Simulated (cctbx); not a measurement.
# Symmetry from intensities

Cell: a = 4.3510 Å, b = 13.7030 Å, c = 10.4410 Å, α = 90.00°, β = 90.00°, γ = 90.00°. Expected content of the cell: Os12 Nd6 Sb10.

Simulated single-crystal data (cctbx): Ag Kα, λ = 0.56087 Å, to d = 0.7 Å, 80 % of the full sphere, strongest reflection 70000 counts, noise from counting, a 4 % proportional error and a noise floor of 4 counts (s.d.); no absorption, some extinction.

Tests on the unmerged data give:

```text
6105 reflections to d = 0.700 A
centring   violations  <I/sigma> of those
    A       2329 of  3023     12.0
    B       2395 of  3090     11.8
    C       2334 of  3071     10.9
    I       2197 of  3021     10.1
    R       3152 of  4045     11.7
    F       3529 of  4592     11.6
Laue class    unique    Rint  (classes that these axes allow; Friedel mates merged)
P -1             3669   0.026
P 1 2/m 1        1978   0.030
P 1 1 2/m        1994   0.030
P 2/m 1 1        2122   0.030
P m m m          1160   0.033
space group    extra absences  I>4sigma  <I/sigma>
P 2 2 2                 0          0         -  acentric
P 21 2 2                5          0      -0.1  acentric
P 2 21 2               17          0       0.2  acentric
P 21 21 2              22          0       0.1  acentric
P m m 2                 0          0         -  acentric
P 2 m m                 0          0         -  acentric
P m 2 m                 0          0         -  acentric
P 21 m n              147          0      -0.1  acentric
P m 21 n              147          0      -0.1  acentric
P m m m                 0          0         -  centric
P m m n :1            147          0      -0.1  centric
P m m n :2            147          0      -0.1  centric
Wilson B = 0.96 A^2   <|E^2-1|> = 1.049 (0.968 centric, 0.736 acentric)   E^2>4: 5.0 %
shell (A)         n   <I/sigma>
13.71 - 1.40    172     25.2
 1.40 - 1.11    146     26.5
 1.11 - 0.97    152     24.9
 0.97 - 0.88    135     25.2
 0.88 - 0.82    145     26.4
 0.82 - 0.77    139     24.6
 0.77 - 0.73    133     23.4
 0.73 - 0.70    138     19.6
```

Q: Read the symmetry from these tables.

Every centring test has many violations, so the lattice is primitive.

Rint stays low (0.026 to 0.033) up to P m m m, the highest class in these axes.

12 settings pass the absence test. The most absences obeyed, 147, belong to P 21 m n, P m 21 n and P m m n, which absences can't tell apart.

⟨|E²−1|⟩ = 1.049 leans to a centrosymmetric structure. The Wilson B of 0.96 Å² means U ≈ 0.0122 Å².

The true group is Pmmn (no. 59, origin choice 1), Laue class mmm, centrosymmetric. The tables only narrow the choice to the tied entries; cell content, site symmetry and trial solutions must settle it.

This is a model crystal, built by substitution and not relaxed, with assumed displacement parameters.

[Logs are printed without paths, hosts, clocks, repeated set-up lines and the standing remarks that a program may print on its own settings, such as how far it seeks lower states.]
